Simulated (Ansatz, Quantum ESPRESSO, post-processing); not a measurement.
# Al chain with one bond drawn out by 0.6 Å: ballistic transmission, part 4 of 4

Aim: the zero-bias transmission with pwcond for this junction: Al chain with one bond drawn out by 0.6 Å.

Quantum ESPRESSO 7.5; plane-wave DFT, PBE, GBRV ultrasoft pseudopotentials; cross-check by Ansatz 0.2.0 with PAW datasets.

So far. Step 2 (Ground state): The run needed 25 iterations to bring the estimated error under 1e-07 Ry; the largest force on any atom, held or free, is 1.80 eV/Å. Step 3 (The open system): At no point does T exceed the number of channels.

## (5) Cross-check with Ansatz

A second code with its own PAW datasets, on the same atoms.

Level of this step: plane-wave DFT, PBE, Ansatz PAW (Ansatz 0.2.0).

input.yaml reads:

```yaml
crystal:
  lattice:
    - [7.5, 0.0, 0.0]
    - [0.0, 7.5, 0.0]
    - [0.0, 0.0, 29.4]
  atoms:
    - { symbol: Al, position: [0.5, 0.5, 0.0] }
    - { symbol: Al, position: [0.5, 0.5, 0.0816326531] }
    - { symbol: Al, position: [0.5, 0.5, 0.1632653061] }
    - { symbol: Al, position: [0.5, 0.5, 0.2448979592] }
    - { symbol: Al, position: [0.5, 0.5, 0.3265306122] }
    - { symbol: Al, position: [0.5, 0.5, 0.4081632653] }
    - { symbol: Al, position: [0.5, 0.5, 0.5102040816] }
    - { symbol: Al, position: [0.5, 0.5, 0.5918367347] }
    - { symbol: Al, position: [0.5, 0.5, 0.6734693878] }
    - { symbol: Al, position: [0.5, 0.5, 0.7551020408] }
    - { symbol: Al, position: [0.5, 0.5, 0.8367346939] }
    - { symbol: Al, position: [0.5, 0.5, 0.9183673469] }
kpoints:
  mp_grid: { grid: [1, 1, 4] }
hamiltonian:
  xc: pbe
scf:
  occupations: { method: fermi_dirac, width: 0.1 }
  convergence: { dr2_threshold: 1.0e-08 }
output:
  transmission:
    leads: [[0, 1]]
    e_range: [-2.0, 2.0]
    de: 0.05
    kmesh: [1, 1]
    reduced_basis: true
  write_potential: true
  write_density: true
  volumetric_format: npy
  elf: true
```

Run with:

```
ansatz run input.yaml --threads 2 --pin off --max-ram 4096MiB --backend cpu --events-out ev --progress --plain --runs-dir out
```

Numbers of over 12 decimals in the logs are rounded to 6 here.

Output:

```text
Engine: ansatz 0.2.0, aarch64-unknown-linux-gnu
Pseudopotentials: kind: paw
Pseudopotential: Al, paw, valence charge 3, recommended cutoff 420 eV (normal), Al.paw.azcp
Functional definition: PBE
  parameter kappa = 0.804
  parameter beta = 0.066725
  exchange = pbe_x(kappa = kappa, mu = beta*pi^2/3)
  correlation = pbe_c(beta = beta)
Crystal: 12 atoms, lattice volume = 1653.750 Å³
Basis set: ecut = 420 eV, 32395 PW (Γ)
Bands: 30, of which v1, the nominal top of the filled ones, is band 18 counted from 1 (17 counted from 0)
Symmetry: 16 space group operations
Space group: P4/mmm (ITA 123), of the structure as read, at distance tolerance 1.2e-4 Å
k-points: 3 of 4
Non-local potential: Al, projectors of the file, l = 0: 2, l = 1: 2, l = 2: 1
PAW form: soft (Blöchl's): semilocal exchange-correlation on the pseudo side does not see the compensation charge
PAW one-centre angular grid: Al, 110 points (default); XC on 64 Gauss nodes
Initial density: superposition of atomic densities (neutral atoms: chi_scale 0, normalization atom), corrected by the library's trained network
Initial wavefunctions: pseudopotential atomic-orbital guess
Functional: x = pbe(κ = 0.804, μ = 0.219515), c = pbe(β = 0.066725)
SCF iter   1: F=—  HF=-6426.404185 eV  |F-HF|=—  |Δ(HF+E_count)|=         —  Δρ=2.85e-3  dr2=2.11e0  ethr=1.77e-3  ⟨swp⟩=7.0  Hψ=496  notcnv=0
preconditioner: auto → LDOS  [metal: Δε(μ)=0.128 eV  Ē_g=4.023 eV  σ=0.100 eV  W_gap=0.31  n_scr=84 (ndim 8)  ℏωp=5.5 eV  f_vac=0.469  D(μ)=16.73/eV (n_scr^D=76)  β→1.0]
SCF iter   2: F=—  HF=-6426.344133 eV  |F-HF|=—  |Δ(HF+E_count)|=   6.01e-2  Δρ=1.18e-3  dr2=3.51e-1  ethr=1.77e-3  ⟨swp⟩=1.7  Hψ=116  notcnv=0
SCF iter   3: F=—  HF=-6426.335894 eV  |F-HF|=—  |Δ(HF+E_count)|=   8.24e-3  Δρ=2.90e-4  dr2=1.13e-2  ethr=9.76e-4  ⟨swp⟩=1.7  Hψ=92  notcnv=0
SCF iter   4: F=—  HF=-6426.335854 eV  |F-HF|=—  |Δ(HF+E_count)|=   3.99e-5  Δρ=8.73e-5  dr2=6.10e-4  ethr=3.13e-5  ⟨swp⟩=1.7  Hψ=92  notcnv=0
SCF iter   5: F=—  HF=-6426.335861 eV  |F-HF|=—  |Δ(HF+E_count)|=   7.19e-6  Δρ=2.65e-5  dr2=4.25e-5  ethr=1.70e-6  ⟨swp⟩=2.7  Hψ=136  notcnv=0
SCF iter   6: F=—  HF=-6426.335871 eV  |F-HF|=—  |Δ(HF+E_count)|=   9.49e-6  Δρ=1.16e-5  dr2=1.26e-5  ethr=1.18e-7  ⟨swp⟩=2.7  Hψ=172  notcnv=0
SCF iter   7: F=—  HF=-6426.335869 eV  |F-HF|=—  |Δ(HF+E_count)|=   1.77e-6  Δρ=3.57e-6  dr2=8.66e-7  ethr=3.49e-8  ⟨swp⟩=2.0  Hψ=116  notcnv=0
SCF iter   8: F=—  HF=-6426.335768 eV  |F-HF|=—  |Δ(HF+E_count)|=   1.01e-4  Δρ=1.26e-6  dr2=1.67e-7  ethr=2.40e-9  ⟨swp⟩=2.3  Hψ=131  notcnv=0
SCF iter   9: F=—  HF=-6426.335768 eV  |F-HF|=—  |Δ(HF+E_count)|=   4.10e-9  Δρ=3.57e-7  dr2=1.21e-8  ethr=4.63e-10  ⟨swp⟩=1.3  Hψ=112  notcnv=0
SCF iter  10: F=-6426.335768 eV  HF=-6426.335768 eV  |F-HF|=1.08e-9  |Δ(HF+E_count)|=  6.69e-10  Δρ=1.43e-7  dr2=1.85e-9  ethr=2.78e-11  ⟨swp⟩=6.7  Hψ=227  notcnv=0
SCF 1 converged in 10 iterations: F = -6426.335768 eV  dr2 = 1.85e-9
  greatest PAW one-centre occupation: 0.494 electrons in one spin orbital (limit 2), on the Al atom at site 6 (counted from 0), in its partial waves of l = 0
transmission: 37 of 222 steps passed
transmission: 74 of 222 steps passed
[...]
transmission: 222 of 222 steps passed
WARN: The output density's exchange-correlation potential varies sharply where the density is thin. Do not read a vacuum level from v_tot or v_xc, or from such a field of the output density. On a cell that repeats whose density bears no net charge and no dipole along the vacuum's axis use v_es (v_loc + v_h of the components); under efield.dipole_correction with no amplitude use v_es + v_field, which holds any externa [...]
SCF converged after 10 iterations
Free energy (F): -6426.335768 eV
Harris-Foulkes:  -6426.335768 eV  (|F-HF|=1.08e-9)
Internal energy: -6425.743577 eV  (E = F + TS)
E sigma→0 (E₀):  -6426.039672 eV
Entropy (-TS):   -0.592191 eV (-49.349 meV/atom)
Fermi energy:    -2.498667 eV
--- Per-component energies (eV) ---
  E_band       = -200.009314
  E_kinetic    = 229.132329
  E_local      = -877.023119  (includes V_loc(G=0)·N_el)
  E_nonlocal   = 134.278836
  E_hartree    = 328.476316
  E_xc         = -440.756006
  E_vxc        = -298.243711  (∫ρ·V_xc dr)
  E_paw        = -5609.094579  (= ΣΔE_a)
  E_vpaw       = -45.106368  (= ΣTr[D̂ρ^β])
  E_aug_tail   = -0.000025  (compensation charges beyond the density's cutoff)
  E_ewald      = -190.757329
  E_smearing   = -0.592191  (= −TS)
  E_closure    = 0.000000  (closes the sum)
  Σ components = -6426.335768   (vs F -6426.335768, Δ=0.00e0)
--- Band table (eV) ---
  k-point 0: bands = [... 14 lower, -2.7530, -2.7530, -2.6942, -2.6942, -2.2926, -2.2926, -2.1846, -2.1846, ... 8 higher]
  k-point 1: bands = [... 14 lower, -2.7959, -2.7959, -2.6318, -2.6318, -2.3927, -2.3927, -2.0681, -2.0681, ... 8 higher]
  k-point 2: bands = [... 14 lower, -2.8276, -2.8276, -2.5552, -2.5552, -2.4877, -2.4877, -1.9481, -1.9481, ... 8 higher]
--- Transmission ---
  basis      : 497 plane waves across, 37 finite elements along
  points     : 1, standing for a mesh of 1 x 1
  energies   : 81 from -2.000000 to 2.000000 eV about the Fermi level, 0.050000 eV apart; the leads are filled to 0.000000 eV, and channels, transmission and decay are at 0.000000 eV
  crystal 0  : Al1, at the sites [0, 1], period 2.4000 Å, over 28.80 Å; its Hamiltonian steps by up to 6.6 meV
    offset         : up to 0.0000 Å between an atom of the period and one for which it stands
    channels       : 2.000000e0 a spin
    conductance    : none, the energies end too early or step too widely for 300 K: set another output.transmission.e_range or a lower de, or, where they end at an eighth of basis.ecutwfc, a higher one
  junction   : crystal 0 to crystal 0, -0.50 to 26.50 Å
    transmission   : 1.632833e0 a spin
    error estimate : 6.969283e-5 a spin from the reduction of the transverse basis, at the most 2.894329e-4 at -0.400000 eV
    conductance    : none, the energies end too early or step too widely for 300 K: set another output.transmission.e_range or a lower de, or, where they end at an eighth of basis.ecutwfc, a higher one
```

Run time: 32 s. Hardware: 2 threads of Arm Neoverse V2, shared host; peak memory 1.3 GiB; 62 s of CPU time.

Numbers from this step:

```
free energy                                  : -6426.3358 eV
energy at zero smearing                      : -6426.0397 eV
smearing term TS                             : 0.5922 eV
Fermi energy                                 : -2.499 eV
symmetry operations                          : 16
transmission at the Fermi level, one spin    : 1.633
step of the lead's Hamiltonian over a period : 6.6 meV
```

Per spin. Transmission against energy, zero at the Fermi level:

```
energy (eV)  transmission
     -2.000         0.910
     -1.800         0.938
     -1.600         0.968
     -1.400         0.998
     -1.350         0.999
     -1.200             0
     -1.000             0
     -0.800             0
     -0.600             0
     -0.400         0.429
     -0.200          1.48
      0.000          1.63
      0.200          1.54
      0.400          1.43
      0.600          1.38
      0.800          1.37
      1.000          1.63
      1.200          1.85
      1.400          1.98
      1.600          2.08
      1.800          2.15
      2.000          2.22
```

Per spin. Table of open channels by energy, zero at the Fermi level:

```
energy (eV)  open channels
      -2.00              1
      -1.90              1
      -1.80              1
      -1.70              1
      -1.55              1
      -1.45              1
      -1.35              1
      -1.25              0
      -1.15              0
      -1.05              0
      -0.90              0
      -0.80              0
      -0.70              0
      -0.60              0
      -0.50              0
      -0.40              2
      -0.25              2
      -0.15              2
      -0.05              2
       0.00              2
       0.05              2
       0.15              2
       0.25              2
       0.40              2
       0.50              2
       0.60              2
       0.70              2
       0.80              2
       0.90              3
       1.05              3
       1.15              3
       1.25              3
       1.35              3
       1.45              3
       1.55              3
       1.70              3
       1.80              3
       1.90              3
       2.00              3
```

Valence density in the ca plane at fractional y = 0.500, with atoms of Al within 0.2 Å of it. It is the smooth field of the valence electrons, not physical close to the nuclei.

Ten even steps from '0' (0.00 e/Å³) to '9' (0.38 e/Å³), each cell a mean:
```
00000000000000000000000000000000000000000000
00000000000000000000000000000000000000000000
00000000000000000000000000000000000000000000
00000000000000000000000000000000000000000000
00000000000000000000000000000000000000000000
00011111111111111111111111111111111111111111
11122222222222222222222222222222222222222222
33333345544344554334555434455433455543345543
44542247764236775324787423687632478742367763
55542148973126995213898312699521389831269962
55542248973226885224897322698622489742268962
33443356664345665334666433566533466643356653
22223333333333333333333333333333333333333333
11111111111111111111111111111111111111111111
00000000000000000000000000000000000000000000
00000000000000000000000000000000000000000000
00000000000000000000000000000000000000000000
00000000000000000000000000000000000000000000
00000000000000000000000000000000000000000000
00000000000000000000000000000000000000000000
```
Columns run along c (16.0 Å, from fractional 0.46 to 1.00 of the cell), rows up along a (7.5 Å). Atoms in or near the plane, at fractional coordinates: Al at (0.51, 0.50), Al at (0.59, 0.50), Al at (0.67, 0.50), Al at (0.76, 0.50), Al at (0.84, 0.50), Al at (0.92, 0.50).

ELF in the ca plane at fractional y = 0.500, with atoms of Al within 0.2 Å of it. It is the smooth field of the valence electrons, not physical close to the nuclei.

Ten even steps from '0' (0.00) to '9' (0.94), each cell a mean:
```
00000000000000000000000000000000000000000000
00000000000000000000000000000000000000000000
00000111111111111111111111111111111111111111
11122222322233332222222222232222223222223322
33334444444445554444444434444444445444444444
55556666666666766556666655666655666665566665
77777778877678887667888767788766788876678876
88986689987568998557999746899855799974589986
99962259983127996114999412799711499941279972
99944629972526994252998262599525289825259952
99952339982216995123998221699612299822169961
99984379985248997426999624899842699962489984
88887788887678888667898767888866789876688886
66666677776667777666777666777766677766677776
44445555555555655545555544555544555554455554
22222333333334443333333333333333333333333333
11111112222222221111221111122111122211112211
00000000000000000000000000000000000000000000
00000000000000000000000000000000000000000000
00000000000000000000000000000000000000000000
```
Columns run along c (16.0 Å, from fractional 0.46 to 1.00 of the cell), rows up along a (7.5 Å). Atoms in or near the plane, at fractional coordinates: Al at (0.51, 0.50), Al at (0.59, 0.50), Al at (0.67, 0.50), Al at (0.76, 0.50), Al at (0.84, 0.50), Al at (0.92, 0.50).

Ansatz finds T = 1.63 against pwcond's 1.76.

## (6) All levels side by side

All levels:

```
                   step  T at the Fermi level (per spin)  conductance (G0)  r.m.s. T(E) from the first  CPU time of the step (s)  peak memory (GiB)
                 Ansatz                            1.633                 -                           0                     62.14               1.29
                 pwcond                            1.756             1.756                      0.1592                     275.7                0.3
pwcond, changed setting                            1.756             1.756                      0.1592                     246.9                0.3
```

Per spin. Table of transmission by energy, zero at the Fermi level:

```
energy (eV)  Ansatz  pwcond  pwcond, changed setting
      -2.00   0.910   0.912                    0.912
      -1.90   0.924   0.925                    0.925
      -1.80   0.938   0.938                    0.938
      -1.70   0.953   0.950                    0.950
      -1.60   0.968   0.960                    0.960
      -1.50   0.984   0.967                    0.967
      -1.40   0.998   0.970                    0.970
      -1.20       0       0                        0
      -1.10       0       0                        0
      -1.00       0       0                        0
      -0.90       0       0                        0
      -0.80       0       0                        0
      -0.70       0       0                        0
      -0.60       0       0                        0
      -0.50       0       0                        0
      -0.40   0.429       0                        0
      -0.30    1.23    1.17                     1.17
      -0.20    1.48    1.48                     1.48
      -0.10    1.61    1.71                     1.71
       0.00    1.63    1.76                     1.76
       0.10    1.60    1.66                     1.66
       0.20    1.54    1.53                     1.53
       0.30    1.48    1.43                     1.43
       0.40    1.43    1.39                     1.39
       0.50    1.39    1.37                     1.37
       0.60    1.38    1.36                     1.36
       0.70    1.37    1.35                     1.35
       0.80    1.37    1.33                     1.33
       0.90    1.46    1.40                     1.40
       1.00    1.63    1.55                     1.55
       1.10    1.75    1.66                     1.66
       1.20    1.85    1.73                     1.73
       1.40    1.98    1.92                     1.92
       1.50    2.03    2.00                     2.00
       1.60    2.08    2.06                     2.06
       1.70    2.12    2.11                     2.11
       1.80    2.15    2.16                     2.16
       1.90    2.19    2.19                     2.19
       2.00    2.22    2.22                     2.22
```

## (7) By hand

G = 1.76 × 77.48 µS = 136 µS a cell, a resistance of 7.35 kΩ.

## (8) Results

- conductance from T at the Fermi level, a cell (G₀ = 2e²/h): 1.76 G₀
- lead channels per spin: 2.00
- the same conductance by Ansatz: 1.63 G₀

What this shows: The junction conducts 1.76 G₀ a cell at the Fermi level (PBE, GBRV ultrasoft). At the Fermi level the junction passes 88 % of what the leads offer. At the Fermi level pwcond and Ansatz differ by 7.5 %. Over -2 to 2 eV, T lies between 0 and 2.2 per spin. The geometry is as built, not relaxed, and the leads are short.

[Logs are printed without paths, hosts, clocks, repeated set-up lines and the standing remarks that a program may print on its own settings, such as how far it seeks lower states.]

[Hosts, paths, dates, database ids (printed as entryN), source tags and the programs' standing remarks are cut or masked in the printed files.]

[Maps of the electrostatic potential energy from Ansatz leave out the sawtooth potential of an applied field or a dipole correction, so their vacuum need not be flat; planar profiles and work functions include it.]
